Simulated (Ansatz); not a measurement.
# RbH3Pb (model cell, started as cubic perovskite with Pb in the octahedra): following an unstable mode, part 3 of 3

Wanted: the energy along a soft mode of RbH3Pb (model cell, started as cubic perovskite with Pb in the octahedra) and the structure at the end.

Ansatz 0.2.0; DFT PBEsol, scalar-relativistic, plane waves, PAW; PAW set soft_1.

So far. Step 5 (Energy along the mode, all amplitudes (two of the runs …): The lowest of the steps tried is at 0.32 Å, 34.4 meV/atom below the parent; the bottom of the well need not coincide with a step. Step 7 (The new phase in its own primitive cell): The largest force component left is 0.094 meV/Å and the pressure is 0.002 GPa, within the tolerances set. The cell now holds 20.41 Å³/atom. The relaxed cell has a = 6.827, c = 7.587 Å (conventional setting).

The structure was built from a prototype and need not be the compound's stable phase.

In doubt: the program warns that the response may not be converged on this k-mesh, which bears on the force constants and all frequencies.

**8. Modes of the new phase, k-mesh 6×6×6, occupations fixed**

A relaxed structure may still be a saddle point, so its zone-centre modes are computed. The response to a homogeneous field gives the Born charges and the dielectric tensor.

File input.yaml:

```yaml
crystal:
  lattice:
    - [3.4133583301, 1.9707033507, 2.5289984022]
    - [-3.4133583301, 1.9707033507, 2.5289984022]
    - [0.0, -3.9414067014, 2.5289984022]
  atoms:
    - { symbol: Rb, position: [0.0076320319, 0.0076320319, 0.0076320319] }
    - { symbol: Pb, position: [0.4956220467, 0.4956220467, 0.4956220467] }
    - { symbol: H, position: [0.5177188003, 0.9113033038, 0.5177188003] }
    - { symbol: H, position: [0.9113033038, 0.5177188003, 0.5177188003] }
    - { symbol: H, position: [0.5177188003, 0.5177188003, 0.9113033038] }
kpoints:
  mp_grid: { grid: [6, 6, 6] }
hamiltonian:
  xc: pbesol
  pseudopotentials: { kind: paw, azcp: { folder: soft_1 }, xc_functional: pbe }
scf:
  occupations: { method: fixed }
output:
  eigenvalues: true
phonons:
  method: dfpt
  dielectric: true
  rigid_motions: translations
```

Started as:

```sh
$ ansatz run input.yaml --threads 4 --pin off --max-ram 16384MiB --backend cpu --events-out ev --progress --plain --runs-dir out
```

Numbers of over 12 decimals in the logs are rounded to 6 here.

The program printed:

```text
[...]
Crystal: 5 atoms, lattice volume = 102.071 Å³
Basis set: ecut = 420 eV, 1977 PW (Γ), exchange–correlation on 64×64×64 points (8 copies of the dense FFT grid, shifted against one another)
Bands: 18, of which v1, the nominal top of the filled ones, is band 13 counted from 1 (12 counted from 0)
Symmetry: 6 space group operations
k-points: 112 of 216 (irreducible under 1 space group operation, time reversal used)
[...]
SCF iter   1: F=—  HF=-15022.176481 eV  |F-HF|=—  |Δ(HF+E_count)|=         —  Δρ=4.89e-2  dr2=3.33e0  ethr=3.10e-3  ⟨swp⟩=5.0  Hψ=10008  notcnv=0  defer=311
[...]
SCF iter  10: F=-15020.892130 eV  HF=-15020.892130 eV  |F-HF|=7.28e-12  |Δ(HF+E_count)|=  2.09e-10  Δρ=1.00e-7  dr2=9.55e-12  ethr=1.00e-12  ⟨swp⟩=15.6  Hψ=15716  notcnv=0
SCF 1 converged in 10 iterations: F = -15020.892130 eV  dr2 = 9.55e-12
[...]
NSCF: frozen V_eff on 2 k-points
DFPT response loops at Γ: preconditioner auto → none (the input reference at scf.mixing.eps_inf says where Resta's filter doesn't serve); β = 0.50; Broyden in place of MSR1
── the response to a field inside a basis, on 12×12×12 k-points: an SCF that follows is theirs, and a resumed run solves both again ──
Bands: 14, of which v1, the nominal top of the filled ones, is band 13 counted from 1 (12 counted from 0)
k-points: 182 of 1728 (time reversal used)
[...]
Eigensolver: Dense (182 Hₖ)
SCF iter   1: F=—  HF=-15020.900958 eV  |F-HF|=—  |Δ(HF+E_count)|=         —  Δρ=2.51e-4  dr2=7.40e-5  ethr=1.00e-1
[...]
SCF iter   4: F=-15020.900946 eV  HF=-15020.900946 eV  |F-HF|=9.12e-9  |Δ(HF+E_count)|=   2.15e-7  Δρ=2.87e-6  dr2=9.25e-9  ethr=1.35e-9
SCF 1 converged in 4 iterations: F = -15020.900946 eV  dr2 = 9.25e-9
[...]
WARN: field response: inside a basis, on 12×12×12 points, no mesh in reach settles it: take ε∞, Z* and everything formed from them with what they may err, as stated (eps_inf_uncertainty, zstar_uncertainty_e), and compare with field_mesh: kpoints on a denser kpoints.mp_grid
WARN: field response: ε∞ stands inside a basis, on 12×12×12 points; the force constants stand on the 6×6×6 k-mesh, whose period is 9.49 times the interband length at k = (0.0000, 0.0000, 0.0000), direct gap 1.556 eV, under 14: take them and everything formed from them as unconverged, and compare with a denser kpoints.mp_grid
SCF converged after 10 iterations
Free energy (F): -15020.892130 eV
[...]
Internal energy: -15020.892130 eV  (E = F + TS)
E sigma→0 (E₀):  -15020.892130 eV
Fermi energy:    4.577080 eV
[...]
--- Band table (eV; the first three rows and the last of 112) ---
  k-point 0: bands = [... 9 lower, -4.7937, 2.8391, 2.8391, 4.5771, 6.1334, 6.1334, 6.3087, 10.0732, ... 1 higher]
  k-point 1: bands = [... 9 lower, -4.6515, 2.1243, 2.8786, 4.2466, 6.1713, 6.1988, 7.8022, 9.5932, ... 1 higher]
  k-point 2: bands = [... 9 lower, -4.3425, 0.9651, 2.9614, 4.1536, 6.3473, 6.5520, 8.8389, 9.0999, ... 1 higher]
  k-point 111: bands = [... 9 lower, -3.4594, 0.6702, 0.6702, 1.3765, 8.3567, 8.3567, 9.0806, 11.0864, ... 1 higher]
--- Phonons (Γ-DFPT): 6 representative perturbations + reference, on 112 of 216 k-points (Σ response iterations 20) ---
  k mesh reduced under 1 symmetry operation, with k and −k counted as one. Each operation leaves every solved perturbation unchanged. A smaller set is not considered because the run solves the response to a homogeneous field
  ASR residual: 6.801e-5 → 0.000e0 eV/Å²; symmetrization residual: 7.601e-7 eV/Å²
  ASR residual per site (eV/Å²): 6.80e-5 6.45e-5 2.10e-6 2.10e-6 3.06e-6
[...]
ε∞ (high-frequency dielectric tensor):
        6.537253     0.000000     0.000000
        0.000000     6.537253     0.000000
        0.000000     0.000000     6.350833
  ε⁰ (static dielectric tensor: ions relaxed, cell fixed):
       44.887367     0.000000     0.000000
        0.000000    44.887367     0.000000
        0.000000     0.000000    11.970430
  ε⁰ − ε∞ (ionic part):
       38.350114     0.000000     0.000000
        0.000000    38.350114     0.000000
        0.000000     0.000000     5.619597
  softest optical mode at Γ: 21.60 cm⁻¹; the repairs (sum rule, projections) moved no ω² at Γ by more than (2.02 cm⁻¹)²
  Born effective charges Z* (e; rows j = field, columns β = displacement):
    site 0:
         1.27344    0.00000    0.00000
         0.00000    1.27344    0.00000
         0.00000   -0.00000    1.28058
    site 1:
         1.56087    0.00000    0.00000
         0.00000    1.56087   -0.00000
         0.00000    0.00000    1.94180
    site 2:
        -1.20593    0.45235    0.89027
         0.45235   -0.68360   -0.51400
         0.61712   -0.35630   -1.07413
    site 3:
        -1.20593   -0.45235   -0.89027
        -0.45235   -0.68360   -0.51400
        -0.61712   -0.35630   -1.07413
    site 4:
        -0.42243    0.00000   -0.00000
         0.00000   -1.46710    1.02800
        -0.00000    0.71259   -1.07413
  Z* charge neutrality: 8.613e-3 e pre-enforcement
  solved inside a basis spanned on kpoints, on 12×12×12 k-points, which do not settle them: ε∞ is read to err by 1.4e-1, Z* by 5.0e-2 e (field_mesh: kpoints solves on kpoints); Z* is corrected for what the basis lacks
  optical modes at Γ without the LO–TO term, one row a degenerate level:
      ω (cm⁻¹)  modes    IR ((D/Å)²/amu)
         21.60      2             1.5957
         71.45      1             0.7041
        201.20      1             0.0000
        280.26      2             2.7092
        580.86      1            18.0283
        582.18      2            10.2648
       1089.99      2           219.4522
       1113.56      1            96.2165
  optical modes at Γ + LO–TO along q̂ = [1.0000, 0.0000, 0.0000]:
      ω (cm⁻¹)  modes    IR ((D/Å)²/amu)
         21.60      1             0.7979
         47.82      1             0.4057
         71.45      1             0.7041
        201.20      1             0.0000
        280.26      1             1.3546
        285.93      1             0.7423
        580.86      1            18.0283
        582.18      1             5.1324
[...]
optical modes at Γ + LO–TO along q̂ = [0.0000, 1.0000, 0.0000]:
      ω (cm⁻¹)  modes    IR ((D/Å)²/amu)
[...]
592.19      1             2.6221
       1089.99      1           109.7261
       1113.56      1            96.2165
       1243.10      1           113.2409
  optical modes at Γ + LO–TO along q̂ = [0.0000, 0.0000, 1.0000]:
      ω (cm⁻¹)  modes    IR ((D/Å)²/amu)
         21.60      2             1.5957
         81.97      1             0.3411
        201.20      1             0.0000
        280.26      2             2.7092
        582.18      2            10.2648
        617.21      1             9.5773
       1089.99      2           219.4522
       1254.22      1           105.0305
```

Run time: 73 s. Hardware: 4 threads of Arm Neoverse V1, shared host; peak memory 1.1 GiB; 4.7 min of CPU time.

This step gave:

```yaml
sum_rule_residual_before_enforcement: 6.80e-5 eV/Å²
miss_of_the_charge_sum_rule: 0.008613 e
estimated_error_of_the_dielectric_tensor: 0.1393
estimated_error_of_the_born_charges: 0.04971 e
point_group: 3m
highest_optical_mode_at_the_zone_centre_no_lo_to_term: 1114 cm⁻¹
lowest_optical_zone_centre_mode: 21.6 cm⁻¹
mean_high_frequency_dielectric_constant: 6.475
largest_born_charge_third_of_the_trace: 1.688 e
mean_static_dielectric_constant: 33.92
top_of_the_zone_centre_spectrum_with_the_field: 1254 cm⁻¹
```

Patterns of degenerate modes are one choice out of their space. Modes at Γ, with each element's share of the kinetic energy:

```csv
mode,frequency (cm⁻¹),symmetry,Rb %,Pb %,H %
1,0.0,acoustic,29,70,1
2,0.0,acoustic,29,70,1
3,0.0,acoustic,29,70,1
4,21.6,E,71,28,1
5,21.6,E,71,28,1
6,71.5,A1,71,28,1
7,201.2,A2,0,0,100
8,280.3,E,0,1,99
9,280.3,E,0,1,99
10,580.9,A1,0,1,99
11,582.2,E,0,0,100
12,582.2,E,0,0,100
13,1090.0,E,0,1,99
14,1090.0,E,0,1,99
15,1113.6,A1,0,0,100
```

Displacements in mode 5 (21.6 cm⁻¹), the largest set to 1:
```
Rb1  1.00 -0.13  0.00
Pb2 -0.40  0.05  0.00
H3  -0.57  0.03 -0.14
H4  -0.59  0.13  0.12
H5  -0.67  0.07  0.02
```

Displacements in mode 6 (71.5 cm⁻¹), the largest set to 1:
```
Rb1  0.00  0.00  1.00
Pb2  0.00  0.00 -0.41
H3  -0.02  0.01 -0.45
H4   0.02  0.01 -0.45
H5   0.00 -0.02 -0.45
```

High-frequency dielectric tensor, which the program warns is not settled by the k meshes in reach. Tensor:

```csv
,x,y,z
x,6.537,0,0
y,0,6.537,0
z,0,0,6.351
```

Static dielectric tensor, which the program warns is not settled by the k meshes in reach. Tensor:

```csv
,x,y,z
x,44.89,0,0
y,0,44.89,0
z,0,0,11.97
```

Optical modes at the zone centre, without and with the macroscopic field of the longitudinal modes; each column is sorted by frequency, so a row need not hold one and the same mode. Modes with and without the field, by row:

```csv
rank among optical modes,no field (cm⁻¹),"q along (1, 0, 0) (cm⁻¹)","q along (0, 0, 1) (cm⁻¹)"
1,21.6,21.6,21.6
2,21.6,47.8,21.6
3,71.5,71.5,82
4,201.2,201.2,201.2
5,280.3,280.3,280.3
6,280.3,285.9,280.3
7,580.9,580.9,582.2
8,582.2,582.2,582.2
9,582.2,592.2,617.2
10,1090,1090,1090
11,1090,1114,1090
12,1114,1243,1254
```

Born charge (rows field, columns displacement) (e), principal values of the symmetric part by kind of site:

```csv
atom,atoms with these values,low,middle,high,mean
Rb1,1,1.27,1.27,1.28,1.28
Pb2,1,1.56,1.56,1.94,1.69
H3,3,-2.16,-0.42,-0.38,-0.99
```

In full for Rb1:

```
1.27 0.00 0.00
0.00 1.27 0.00
0.00 0.00 1.28
```

Transverse modes. Infrared lines, with heights relative to the strongest:

```csv
position (cm⁻¹),relative intensity
22,0.7
72,0.3
201,0.0
280,1.2
581,8.2
582,4.7
1090,100
1114,44
```

Before it was imposed, the acoustic sum rule was missed by 6.8e-5 eV/Å² and the charge sum rule by 0.0086 e. Small misses are needed for a sound result but don't prove that mesh and cutoff are converged. The lowest optical mode is real, 21.6 cm⁻¹.

The log warns of the k mesh: “the force constants stand on the 6×6×6 k-mesh, whose period is 9.49 times the interband length at k = (0.0000, 0.0000, 0.0000), direct gap 1.556 eV, under 14: take them and everything formed from them as unconverged”.

**9. What came out**

```json
{"unstable mode of the parent": "q = (0, 0, 0), 958i cm⁻¹", "depth at the lowest point sampled": "34.4 meV/atom", "largest atomic shift at that point": "0.32 Å", "space group reached (within 0.01 Å)": "R3m", "energy gained over the parent (first relaxation, on the mesh of the frozen mode)": "47.0 meV/atom", "volume per atom, phase reached": "20.4 Å³", "gap on the k-mesh, phase reached": "1.56 eV", "lowest optical zone-centre mode, phase reached": "21.6 cm⁻¹", "highest optical mode at the zone centre (no LO-TO term), phase reached": "1114 cm⁻¹"}
```

Along this mode the structure falls into R3m, 47.0 meV/atom below the parent. At the parent's cell the well is 34.45 meV/atom deep on the steps tried, with its lowest point at a shift of 0.32 Å. Relaxing atoms and cell changes the gain by +12.55 meV/atom against the lowest step (energies at zero smearing). The new phase has no imaginary mode at the zone centre of its cell; other wavevectors were not checked. Of the 4 patterns followed to their end from this parent, this one reaches the lowest energy. Each path keeps the symmetry of its pattern, so a lower phase may lie along a pattern not tried. With the field response the log warns that the k mesh is coarse for the force constants too, so the frequencies may not be converged. With no gap, or one that is small against the smearing, the frequencies hang on the k mesh and the smearing, most of all near Kohn anomalies. In at least one run the field response is not settled by the k meshes in reach, so its dielectric tensor, Born charges and longitudinal modes are rough. Spin-orbit coupling is left out, which can matter for the heavy elements here. The PAW files were made for PBE and serve the other functionals too. A phonon run warned that its eigensolver left some bands unconverged in a pass. The starting cell was built on a prototype and not taken from a measurement, so the phase need not exist.

[Logs are printed without paths, hosts, clocks, repeated set-up lines and the standing remarks that a program may print on its own settings, such as how far it seeks lower states.]

[Hosts, paths, dates, database ids (printed as entryN), source tags and the programs' standing remarks are cut or masked in the printed files.]
